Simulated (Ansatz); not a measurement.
**Forces and charges in glassy 52SiO2-27Al2O3-10ZnO-10SrO (mol %) (4167 atoms)**

Wanted: forces, charges and levels of glassy 52SiO2-27Al2O3-10ZnO-10SrO (mol %) (4167 atoms).

Program: Ansatz 0.2.0. Level of theory: Kohn-Sham DFT, PBE, PAW (set soft_2), localised support functions (medium). Results are calculated unless marked as measured.

## (1) Starting point

The cell holds 4167 atoms: 651 Si, 676 Al, 131 Zn, 131 Sr and 2578 O. Its edges and angles: a = 37.281 Å, b = 37.281 Å, c = 37.281 Å, α = 90.0°, β = 90.0°, γ = 90.0°. 4167 atoms (651 Si, 676 Al, 131 Zn, 131 Sr, 2578 O) placed at random at 2.91 g/cm³, melted at 4000 K for 10 ps at fixed volume with the Morse and Coulomb pair potential with partial charges (Pedone, Malavasi, Menziani, Cormack and Segre, J. Phys. Chem. B 110, 11780 (2006)). Quenched from 4000 K to 300 K at 1000 K/ps and fixed volume, held 10 ps at zero pressure, then minimised at fixed cell.

Before any run, some limits are plain. The quench rate of 1000 K/ps is many orders above laboratory rates, so the cell is likely richer in defects and strain than a real sample. The network of bonds at the start is that of the classical potential that made the cell, and needn't be the one that DFT or experiment would give. The Brillouin zone is sampled at Γ only, in a cell whose shortest periodic width is 37 Å.

## (2) Support functions medium

One self-consistent run at the given positions yields energy and forces.

Input file input.yaml:

```yaml
crystal:
  lattice:
    - [37.28093, 0.0, 0.0]
    - [0.0, 37.28093, 0.0]
    - [0.0, 0.0, 37.28093]
  atoms:
    - { symbol: Si, position: [0.29292, 0.32079, 0.74706] }
    - { symbol: Si, position: [0.50449, 0.03041, 0.05772] }
    - { symbol: Si, position: [0.21919, 0.28039, 0.74178] }
    - { symbol: Si, position: [0.49968, 0.30565, 0.12737] }
    - { symbol: Si, position: [0.90395, 0.02163, 0.00393] }
    - { symbol: Si, position: [0.82352, 0.73435, 0.82777] }
    - { symbol: Si, position: [0.69212, 0.06198, 0.3983] }
    - { symbol: Si, position: [0.77852, 0.81603, 0.44713] }
    - { symbol: Si, position: [0.89936, 0.26177, 0.5224] }
    - { symbol: Si, position: [0.27096, 0.85485, 0.46131] }
    - { symbol: Si, position: [0.12508, 0.26242, 0.95301] }
    - { symbol: Si, position: [0.17193, 0.57804, 0.43929] }
    - { symbol: Si, position: [0.34735, 0.61284, 0.0821] }
    - { symbol: Si, position: [0.18285, 0.65394, 0.35038] }
    - { symbol: Si, position: [0.96145, 0.63195, 0.15732] }
    - { symbol: Si, position: [0.95868, 0.51285, 0.21251] }
    - { symbol: Si, position: [0.11282, 0.53355, 0.84848] }
    - { symbol: Si, position: [0.9265, 0.14985, 0.1632] }
    - { symbol: Si, position: [0.9156, 0.01277, 0.73406] }
    - { symbol: Si, position: [0.45478, 0.72474, 0.46416] }
    - { symbol: Si, position: [0.8281, 0.67465, 0.16214] }
    - { symbol: Si, position: [0.76323, 0.8426, 0.36863] }
    - { symbol: Si, position: [0.30845, 0.97696, 0.82162] }
    - { symbol: Si, position: [0.67496, 0.01673, 0.54604] }
    - { symbol: Si, position: [0.58576, 0.06655, 0.25368] }
    - { symbol: Si, position: [0.72749, 0.48976, 0.14064] }
    - { symbol: Si, position: [0.56691, 0.91014, 0.44078] }
    - { symbol: Si, position: [0.90932, 0.69276, 0.17163] }
    - { symbol: Si, position: [0.2572, 0.07857, 0.79898] }
    - { symbol: Si, position: [0.06305, 0.97343, 0.34501] }
    - { symbol: Si, position: [0.82587, 0.50092, 0.50312] }
    - { symbol: Si, position: [0.59712, 0.0593, 0.72635] }
    [... 4129 atom lines left out ...]
    - { symbol: O, position: [0.19352, 0.63001, 0.94474] }
    - { symbol: O, position: [0.29289, 0.92695, 0.33623] }
    - { symbol: O, position: [0.54507, 0.81451, 0.26923] }
    - { symbol: O, position: [0.60574, 0.51973, 0.0498] }
    - { symbol: O, position: [0.08498, 0.32718, 0.96529] }
    - { symbol: O, position: [0.63675, 0.59262, 0.93806] }
kpoints:
  mp_grid: { grid: [1, 1, 1] }
hamiltonian:
  xc: pbe
scf:
  occupations: { method: fermi_dirac, width: 0.025 }
  eigensolver: { kind: { support_functions: { accuracy: medium } } }
  mixing: { beta: 0.2 }
  max_iter: 150
output:
  forces: true
  stress: true
  populations: true
  dos:
    method: { smearing: { sigma: 0.15 } }
    de: 0.1
    projected: { site_lists: { Al: [Al], O: [O], Si: [Si], Sr: [Sr], Zn: [Zn] } }
  eigenvalues: true
  write_density: true
  write_potential: true
  volumetric_format: npy
```

Run with:

```sh
$ ansatz run input.yaml --threads 32 --pin off --max-ram 143360MiB --backend cuda --events-out ev --progress --plain --runs-dir out
```

Numbers of over 12 decimals in the logs are rounded to 6 here.

What it wrote:

```text
Warning: scf.eigensolver.kind.support_functions: disabling space-group detection — the functions' gradient is summed over unrotated k-points, so no spatial operation reduces the k-mesh or symmetrises the density; time reversal is kept, so that k and −k are solved as one point where they differ and the mesh holds both, and exact exchange and, on two spinor components, a DFT+U term hold to it where the run has them: [...]
Warning: basis.ecutwfc = 464 eV, auto-derived: no grid that the accuracy of the support functions lays serves the files at the lower one that their records recommend; a deck with other species or settings can derive another value
settings of this run that can trade accuracy for cost: scf.eigensolver.kind.support_functions [...]
Engine: ansatz 0.2.0, aarch64-unknown-linux-gnu
Pseudopotentials: kind: paw
Pseudopotential: Si, paw, valence charge 4, recommended cutoff 420 eV (normal), Si.paw.azcp
Pseudopotential: Al, paw, valence charge 3, recommended cutoff 420 eV (normal), Al.paw.azcp
Pseudopotential: Zn, paw, valence charge 12, recommended cutoff 420 eV (normal), Zn.paw.azcp
Pseudopotential: Sr, paw, valence charge 10, recommended cutoff 420 eV (normal), Sr.paw.azcp
Pseudopotential: O, paw, valence charge 6, recommended cutoff 420 eV (normal), O.paw.azcp
[... 5 lines on functional and potentials left out ...]
device memory: the entry about to start is reckoned to put 106.5 GiB on a device that reports 182.5 GiB free
GPU FFT provider: cuFFT
GPU libraries: cuBLAS 13.8.1, cuFFT 12.4.0, cuSOLVER 12.3.2
GPU matrix products: emulated (plane waves: as basis.precision tells), large ones in fixed point in workspaces of 1.00 GiB
Crystal: 4167 atoms, lattice volume = 51815.562 Å³
Basis set: ecut = 464 eV, 1175919 PW (Γ), exchange–correlation on 540×540×540 points (8 copies of the dense FFT grid, shifted against one another)
Bands: 13790, of which v1, the nominal top of the filled ones, is band 11491 counted from 1 (11490 counted from 0)
Symmetry: 1 space group operations
k-points: 1
[... 11 lines on functional and potentials left out ...]
Initial density: superposition of atomic densities (chi_scale 0.1, normalization cell, long waves of neutral atoms (reshape's long-wave potential 4.51 eV rms, cloud 2.61 Å wide))
Initial wavefunctions: pseudopotential atomic-orbital guess
GPU buffer pool allocated for 19683000 grid points (all kernels)
Functional: x = pbe(κ = 0.804, μ = 0.219515), c = pbe(β = 0.066725)
SCF iter   1: F=—  HF=-3143255.788562 eV  |F-HF|=—  |Δ(HF+E_count)|=         —  Δρ=1.22e-1  dr2=7.45e3  ethr=1.00e-1
preconditioner: auto → Resta (q_TF=auto, 2.383 Å⁻¹)  ε∞=2.3  [insulator: Δε(μ)=3.664 eV  Ē_g=43.907 eV  σ=0.025 eV  W_gap=1.00  n_scr=11752 (ndim 8)  ℏωp=24.6 eV  f_vac=0.032  D(μ)=0.00/eV (n_scr^D=0)  ε∞_Penn≈1.3]
SCF iter   2: F=—  HF=-3144347.454810 eV  |F-HF|=—  |Δ(HF+E_count)|=    1.09e3  Δρ=7.99e-2  dr2=3.49e3  ethr=3.24e-2
SCF iter   3: F=—  HF=-3144316.905299 eV  |F-HF|=—  |Δ(HF+E_count)|=    3.05e1  Δρ=5.87e-2  dr2=2.07e3  ethr=1.52e-2  κ⁻¹=1.0e0(r=1)
SCF iter   4: F=—  HF=-3143827.985087 eV  |F-HF|=—  |Δ(HF+E_count)|=    4.89e2  Δρ=3.01e-2  dr2=3.40e2  ethr=8.99e-3  κ⁻¹=2.9e-3(r=2)
SCF iter   5: F=—  HF=-3143817.380485 eV  |F-HF|=—  |Δ(HF+E_count)|=    1.06e1  Δρ=2.64e-2  dr2=2.49e2  ethr=1.48e-3  κ⁻¹=1.6e-3(r=3)
SCF iter   6: F=—  HF=-3143788.831026 eV  |F-HF|=—  |Δ(HF+E_count)|=    2.85e1  Δρ=9.81e-3  dr2=4.87e1  ethr=1.08e-3  κ⁻¹=5.4e-5(r=4)
SCF iter   7: F=—  HF=-3143780.475950 eV  |F-HF|=—  |Δ(HF+E_count)|=    8.36e0  Δρ=5.30e-3  dr2=1.12e1  ethr=2.12e-4  κ⁻¹=4.2e-5(r=5)
SCF iter   8: F=—  HF=-3143787.351689 eV  |F-HF|=—  |Δ(HF+E_count)|=    6.88e0  Δρ=4.99e-3  dr2=8.57e0  ethr=4.85e-5  κ⁻¹=7.5e-6(r=6)
SCF iter   9: F=—  HF=-3143786.471137 eV  |F-HF|=—  |Δ(HF+E_count)|=   8.81e-1  Δρ=1.39e-3  dr2=7.18e-1  ethr=3.73e-5  κ⁻¹=2.4e-6(r=7)
SCF iter  10: F=—  HF=-3143786.952048 eV  |F-HF|=—  |Δ(HF+E_count)|=   4.81e-1  Δρ=6.73e-4  dr2=1.45e-1  ethr=3.12e-6  κ⁻¹=2.3e-6(r=7)
SCF iter  11: F=—  HF=-3143787.647448 eV  |F-HF|=—  |Δ(HF+E_count)|=   6.95e-1  Δρ=6.92e-4  dr2=1.61e-1  ethr=6.31e-7  κ⁻¹=3.9e-6(r=7)
SCF iter  12: F=—  HF=-3143787.849264 eV  |F-HF|=—  |Δ(HF+E_count)|=   2.02e-1  Δρ=1.86e-4  dr2=1.91e-2  ethr=6.31e-7  κ⁻¹=4.3e-6(r=7)
SCF iter  13: F=—  HF=-3143788.177721 eV  |F-HF|=—  |Δ(HF+E_count)|=   3.28e-1  Δρ=1.38e-4  dr2=6.32e-3  ethr=8.31e-8  κ⁻¹=4.0e-6(r=7)
SCF iter  14: F=—  HF=-3143788.394061 eV  |F-HF|=—  |Δ(HF+E_count)|=   2.16e-1  Δρ=5.13e-5  dr2=1.30e-3  ethr=2.75e-8  κ⁻¹=3.0e-5(r=7)
SCF iter  15: F=—  HF=-3143788.560500 eV  |F-HF|=—  |Δ(HF+E_count)|=   1.66e-1  Δρ=5.82e-5  dr2=1.10e-3  ethr=5.65e-9  κ⁻¹=1.2e-5(r=7)
SCF iter  16: F=—  HF=-3143788.698228 eV  |F-HF|=—  |Δ(HF+E_count)|=   1.38e-1  Δρ=3.32e-5  dr2=3.93e-4  ethr=4.80e-9  κ⁻¹=4.9e-5(r=7)
SCF iter  17: F=—  HF=-3143788.807885 eV  |F-HF|=—  |Δ(HF+E_count)|=   1.10e-1  Δρ=1.33e-5  dr2=6.65e-5  ethr=1.71e-9  κ⁻¹=2.9e-5(r=7)
SCF iter  18: F=—  HF=-3143788.898595 eV  |F-HF|=—  |Δ(HF+E_count)|=   9.07e-2  Δρ=9.88e-6  dr2=3.87e-5  ethr=2.89e-10  κ⁻¹=1.8e-5(r=7)
SCF iter  19: F=—  HF=-3143788.975512 eV  |F-HF|=—  |Δ(HF+E_count)|=   7.69e-2  Δρ=6.43e-6  dr2=1.60e-5  ethr=1.68e-10  κ⁻¹=3.2e-5(r=7)
SCF iter  20: F=-3143789.041426 eV  HF=-3143789.041426 eV  |F-HF|=2.92e-7  |Δ(HF+E_count)|=   6.59e-2  Δρ=3.54e-6  dr2=6.33e-6  ethr=6.98e-11
SCF 1 converged in 20 iterations: F = -3143790.349534 eV  dr2 = 6.33e-6
  greatest PAW one-centre occupation: 0.994 electrons in one spin orbital (limit 2), on the Zn atom at site 1384 (counted from 0), in its partial waves of l = 2
WARN: The input density's exchange-correlation potential varies sharply where the density is thin. Do not read a vacuum level from v_tot or v_xc, or from such a field of the output density. On a cell that repeats whose density bears no net charge and no dipole along the vacuum's axis use v_es (v_loc + v_h of the components); [...]
output.dos: on the support functions the solved levels are converged up to 5.387 eV from the Fermi level, so that the curves end at 4.523 eV, below the run's highest bands: a larger scf.n_extra_bands or scf.max_iter (beside forces or a stress its default or more) can extend them
SCF converged after 20 iterations
Stability not checked: this state was not tested for a lower state beside it, because the mixer in use, unlike msr1, does not test its closes by its own steps (another_mixer; see scf.mixing.algorithm and scf.lower_state_search)
Free energy (F): -3143790.349534 eV
Harris-Foulkes:  -3143790.349533 eV  (|F-HF|=2.92e-7)
Internal energy: -3143790.349534 eV  (E = F + TS)
E sigma→0 (E₀):  -3143790.349534 eV
Fermi energy:    6.476477 eV
--- Per-component energies (eV) ---
  E_band       = -68349.305209
  E_kinetic    = 557296.349155
  E_local      = -1725189.617188  (includes V_loc(G=0)·N_el)
  E_nonlocal   = 254856.254659
  E_softening  = 1.169267  (part of E_nonlocal)
  E_grid_corr  = -1.009444  (part of E_nonlocal)
  E_hartree    = 663481.232479
  E_xc         = -296456.333191
  E_vxc        = -324426.963146  (∫ρ·V_xc dr)
  E_paw        = -1653226.375464  (= ΣΔE_a)
  E_vpaw       = -157854.543834  (= ΣTr[D̂ρ^β])
  E_aug_tail   = 4.734833  (compensation charges beyond the density's cutoff)
  E_ewald      = -944555.286710
  E_smearing   = -0.000000  (= −TS)
  E_closure    = -0.000000  (closes the sum)
  E_support_correction = -1.308107  (second-order, or where that is not computed along the SCF)
  E_support_correction_error = 1.3e-1  (of E_support_correction; not in F)
  Σ components = -3143790.349534   (vs F -3143790.349534, Δ=0.00e0)
--- Forces (eV/Å), atoms counted from 1 ---
[... 4167 lines of forces left out ...]
  max |Σ_I F_I| component: 2.92e-2 eV/Å
--- Stress (GPa, compression-positive) ---
        8.331449      -0.065130      -0.263514
       -0.065131       8.074631       0.115602
       -0.263514       0.115603       8.564316
  P = ⅓ Tr σ = 8.3235 GPa (83.235 kbar)
--- Band table (eV) ---
[... left out ...]
--- Löwdin populations: 4167 sites ---
  site symbol       q [e]
[... 4167 lines, one an atom, left out ...]
  spilling = 0.011165 (of n_electrons = 22982.000000)
```

The job ended after 4.3 min (1 × NVIDIA GB200 with 32 threads of Arm Neoverse V2, shared host; peak memory 34 GiB; 11 min of CPU time).

That memory is the host's; the program planned up to 106 GiB on the GPU. Forces of this run were stored rounded, and per-atom blocks of the log weren't kept.

The program notes that the band table was not solved further than the SCF left it, it switched symmetry off and the exchange-correlation potential is rough where the density is thin.

Read from the output:

```yaml
free_energy: -3143790.3495 eV
free_energy_per_atom: -754.4493 eV/atom
scf_cycles: 20
pressure: 8.323 GPa
r_m_s_force_component: 0.7897 eV/Å
longest_force: 4.228 eV/Å
fermi_energy: 6.476 eV
spacing_of_highest_filled_and_lowest_empty_level: 1.385 eV
spilling_of_the_projection: 0.01116
```

Neighbours are counted within 2.38 Å (O-Al), 2.12 Å (O-Si), 3.27 Å (O-Sr), 2.50 Å (O-Zn).

Length of the force by element and coordination:

```
element  coordination  atoms  mean length of the force (eV/Å)  spread   least   most
     Al           all    676                            0.894   0.369  0.0973   2.41
     Al             4    539                            0.892   0.363  0.0973   2.41
     Al             5    123                            0.895   0.395   0.103   2.13
     Al             6     14                            0.955   0.357   0.211   1.47
      O           all   2578                             1.32   0.588  0.0426   4.23
      O             1      1                             2.31       0    2.31   2.31
      O             2   1028                             1.29   0.578   0.109   4.23
      O             3   1353                             1.34   0.590  0.0426   3.45
      O             4    191                             1.35   0.610   0.137   3.14
      O             5      5                             1.54   0.649   0.699   2.39
     Si           all    651                             1.43   0.610   0.204   3.83
     Sr           all    131                            0.660   0.274   0.206   1.47
     Sr             4      4                            0.830   0.244   0.543   1.16
     Sr             5     11                            0.778   0.326   0.231   1.47
     Sr             6     41                            0.666   0.294   0.206   1.25
     Sr             7     36                            0.645   0.214   0.280   1.20
     Sr             8     25                            0.621   0.296   0.253   1.40
     Sr             9     12                            0.655   0.216   0.367  0.958
     Sr            10      2                            0.359   0.037   0.323  0.396
     Zn           all    131                            0.845   0.383   0.183   2.10
     Zn             3     11                            0.837   0.309   0.417   1.53
     Zn             4     86                            0.903   0.398   0.199   2.10
     Zn             5     32                            0.654   0.278   0.183   1.56
     Zn             6      2                             1.41  0.0333    1.37   1.44
```

Löwdin charges by element and coordination (they lack the spilled electrons, 0.062 e an atom on average):

```
element  coordination  atoms  mean charge (e)  spread   least    most
     Al           all    676             1.33  0.0461    1.17    1.47
     Al             4    539             1.34  0.0454    1.17    1.47
     Al             5    123             1.31   0.043    1.18    1.39
     Al             6     14             1.29  0.0333    1.23    1.34
      O           all   2578           -0.859  0.0678   -1.35  -0.719
      O             1      1           -0.869       0  -0.869  -0.869
      O             2   1028           -0.829  0.0477   -1.05  -0.742
      O             3   1353           -0.873  0.0668   -1.11  -0.719
      O             4    191           -0.922  0.0881   -1.35  -0.769
      O             5      5           -0.958  0.0806   -1.05  -0.855
     Si           all    651             1.74  0.0347    1.58    1.82
     Sr           all    131             1.84  0.0272    1.75    1.90
     Sr             4      4             1.83  0.0146    1.81    1.84
     Sr             5     11             1.82  0.0382    1.75    1.88
     Sr             6     41             1.84  0.0267    1.76    1.88
     Sr             7     36             1.83  0.0204    1.79    1.88
     Sr             8     25             1.85  0.0258    1.81    1.90
     Sr             9     12             1.86  0.0258    1.81    1.90
     Sr            10      2             1.86  0.0082    1.86    1.87
     Zn           all    131             1.52  0.0213    1.47    1.57
     Zn             3     11             1.50   0.013    1.48    1.52
     Zn             4     86             1.52  0.0203    1.47    1.55
     Zn             5     32             1.53  0.0212    1.48    1.57
     Zn             6      2             1.53  0.0077    1.53    1.54
```

Density of states as counts of states in windows of 0.5 eV (from the Fermi level), total and some projections:

```
from (eV)  to (eV)   total     O p   Zn d
      -10     -9.5   259.9   181.7    2.9
     -9.5       -9   343.1   244.1    6.7
       -9     -8.5   463.1   333.5   18.3
     -8.5       -8   686.0   479.8   60.7
       -8     -7.5   877.0   565.0  152.0
     -7.5       -7  1049.0   626.0  261.2
       -7     -6.5  1127.0   682.0  280.3
     -6.5       -6  1137.0   774.0  197.1
       -6     -5.5  1168.0   899.0  108.3
     -5.5       -5  1250.0  1045.0   57.6
       -5     -4.5  1303.0  1140.0   39.0
     -4.5       -4  1348.0  1213.0   31.3
       -4     -3.5  1398.0  1282.0   26.1
     -3.5       -3  1360.0  1264.0   22.9
       -3     -2.5  1156.0  1085.0   16.9
     -2.5       -2   808.0   761.0   10.8
       -2     -1.5   371.8   351.2    4.4
     -1.5       -1   111.4   105.1    0.9
       -1     -0.5    21.2    19.7    0.3
     -0.5        0     0.2     0.1    0.0
        0      0.5     0.0     0.0    0.0
      0.5        1     4.1     0.4    0.0
```

Between -26 and -10 eV lie 6484 more states.

Not all projections were asked for or kept, so they needn't add up to the total.

The levels nearest the highest filled one (over half full), pooled over k-points and spins:

```
level less the highest filled one (eV)  occupation
                                -0.194           2
                                -0.164           2
                                -0.163           2
                                -0.114           2
                               -0.0602           2
                                     0           2
                                  1.38           0
                                  1.63           0
                                  1.77           0
                                  1.80           0
                                  1.81           0
                                  1.83           0
```

Mean Löwdin charges: Al +1.33, O -0.86, Si +1.74, Sr +1.84, Zn +1.52 e (they miss 1.1 % of the electrons, so they add up to more than the cell's charge).

[end of part 1 of 2]

[Logs are printed without paths, hosts, clocks, repeated set-up lines and the standing remarks that a program may print on its own settings, such as how far it seeks lower states.]

[Hosts, paths, dates, database ids (printed as entryN), source tags and the programs' standing remarks are cut or masked in the printed files.]
